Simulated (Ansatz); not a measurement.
# Squeezing and shearing H5C4SN2Cl (Cmcm) (104 atoms): runs compared

Aim: relax H5C4SN2Cl (Cmcm) (104 atoms), then change its volume and shape to read moduli from the stress.

Computed with Ansatz 0.2.0: Kohn-Sham DFT, LDA, PAW (set soft_2), plane waves.

### Step 1. The cell as built

The cell holds 104 atoms: 40 H, 32 C, 8 S, 16 N and 8 Cl. Its edges and angles: a = 8.017 Å, b = 12.911 Å, c = 13.085 Å, α = 90.0°, β = 90.0°, γ = 90.0°. It derives from H5C4SN2Cl (Cmcm), repeated 1×1×2. H5C4SN2Cl, space group Cmcm, structure from the Crystallography Open Database, 1 x 1 x 2 conventional cells; positions as listed; bonds to H set to neutron lengths (C-H 1.089, N-H 1.015, O-H 0.983, B-H 1.19 Å) where the listed ones are shorter.

Limits known from the start: The Brillouin zone is sampled at Γ only.

### Step 2. The reference run

The reference is a single point at the end of the relaxation.

Every strained cell starts from the geometry of this run, and its atoms are relaxed with the cell held.

Its input, with most atom lines left out:

```yaml
crystal:
  lattice:
    - [7.75224, 0.0, 0.0]
    - [0.0, 13.04947, 0.0]
    - [0.0, 0.0, 12.34773]
  atoms:
    - { symbol: H, position: [0.7685, 0.25571, 0.375] }
    - { symbol: H, position: [0.2315, 0.74429, 0.125] }
    - { symbol: H, position: [0.2315, 0.25571, 0.375] }
    - { symbol: H, position: [0.7685, 0.74429, 0.125] }
    - { symbol: H, position: [0.2685, 0.75571, 0.375] }
    - { symbol: H, position: [0.7315, 0.24429, 0.125] }
    - { symbol: H, position: [0.7315, 0.75571, 0.375] }
    [... atom lines 8 to 104 left out ...]
kpoints:
  mp_grid: { grid: [1, 1, 1] }
hamiltonian:
  xc: lda
scf:
  occupations: { method: gaussian, width: 0.025 }
output:
  forces: true
  stress: true
  populations: true
  dos:
    method: { smearing: { sigma: 0.08 } }
    de: 0.1
    projected: { site_lists: { C: [C], Cl: [Cl], H: [H], "N": ["N"], S: [S] } }
  eigenvalues: true
  write_density: true
  write_potential: true
  volumetric_format: npy
```

```
free energy per atom   : -285.5929 eV/atom
r.m.s. force component : 0.00796 eV/Å
pressure               : -0.01732 GPa
```

Filled and empty levels are parted by 1.88 eV at Γ alone; the mesh holds the band edges only if they fold onto it, so the gap at this level can be narrower or closed, while local or semilocal functionals tend to narrow gaps against experiment.

### Step 3. The runs

Each row is one run, on 4 threads of Intel Xeon 6975P-C (Granite Rapids), shared host. The free energy is the program's total, comparable only between runs with the same functional, potentials and atoms.

| run | atoms | outcome | ionic steps, all passes | free energy (eV) | time | host memory (GiB) |
| --- | --- | --- | --- | --- | --- | --- |
| Single point at the start | 104 | converged | - | -29699.188 | 4.8 s | 1.3 |
| Cell and atoms relaxed | 104 | converged | 11 | -29701.662 | 56 s | 1.3 |
| Single point at the relaxed geometry | 104 | converged | - | -29701.662 | 6.7 s | 1.3 |
| Volume -3 % | 104 | converged | 4 | -29701.569 | 18 s | 1.3 |
| Volume +3 % | 104 | converged | 4 | -29701.592 | 19 s | 1.3 |
| Volume -6 % | 104 | converged | 5 | -29701.283 | 22 s | 1.2 |
| Volume +6 % | 104 | converged | 5 | -29701.407 | 28 s | 1.3 |
| Volume -10 % | 104 | converged | 6 | -29700.489 | 26 s | 1.2 |
| Stretched by 1 % along x | 104 | converged | 3 | -29701.641 | 15 s | 1.3 |
| Compressed by 1 % along x | 104 | converged | 3 | -29701.636 | 14 s | 1.3 |
| Sheared by 2 % in xy | 104 | converged | 4 | -29701.654 | 17 s | 1.3 |

In some runs the program notes that the SCF threshold is loose for the stress.

### Step 4. Pressure against volume

Atoms are relaxed at each volume, in the scaled cell.

```csv
volume change (%),volume (Å³/atom),energy change (meV/atom),pressure (GPa),largest move on relaxing (Å),bonds,gap (eV)
-10,10.810,11.27,3.42,0.10,96,1.85
-6,11.290,3.64,1.73,0.06,96,1.88
-3,11.651,0.89,0.76,0.03,96,1.89
+0,12.011,0.00,-0.02,-,96,1.88
+3,12.371,0.67,-0.54,0.04,96,1.89
+6,12.731,2.44,-0.99,0.08,96,1.88
```

### Step 5. Uniaxial strain and shear

Stress (GPa, compression positive) less that of the relaxed cell, atoms relaxed:

```csv
strain,xx,yy,zz,xy,energy change (meV/atom)
stretched by 1 % along x,-0.495,-0.199,0.012,0.000,0.20
compressed by 1 % along x,0.741,0.385,-0.022,0.000,0.24
sheared by 2 % in xy,0.060,0.069,0.001,-0.032,0.07
```

### Step 6. What came out

The bulk modulus, from the slope of pressure against ln V over the three points nearest the relaxed volume, is 21.6 GPa; a quadratic over all points gives a pressure derivative of about 8.8. The gap goes from 1.85 eV at the smallest volume to 1.88 eV at the largest, not monotonically (lowest 1.85, highest 1.89 eV), on the run's k-points. The shear changes the normal stresses by up to 0.07 GPa, more than the shear stress itself (0.03 GPa), so the response isn't simply elastic and the value of C66 is doubtful. Stretch and compression disagree (xx stress changes of -0.49 and 0.74 GPa), so C11 is only a mean of unlike responses. In the Cartesian axes of the cell, finite differences give C11 = 61.8, C12 = 29.2, C13 = -1.70 and C66 = 1.60 GPa (the shear of 2 % is the engineering strain, εxy = 0.01).

**Limits.** Strains are finite and relaxations stop at the force tolerance of the input, which can leave moduli too stiff; they are those of a static cell at zero temperature. Volumes are changed with the cell's shape held, so in an anisotropic solid the modulus lies over the one under free hydrostatic load. The program notes that the SCF threshold of the relaxations is loose for the stress. The reference functional has no dispersion term, which matters for the binding between molecules or layers, where LDA binds through overlap of densities alone.

The DFT runs together took 3.8 min of wall time.

[Logs are printed without paths, hosts, clocks, repeated set-up lines and the standing remarks that a program may print on its own settings, such as how far it seeks lower states.]

[Hosts, paths, dates, database ids (printed as entryN), source tags and the programs' standing remarks are cut or masked in the printed files.]
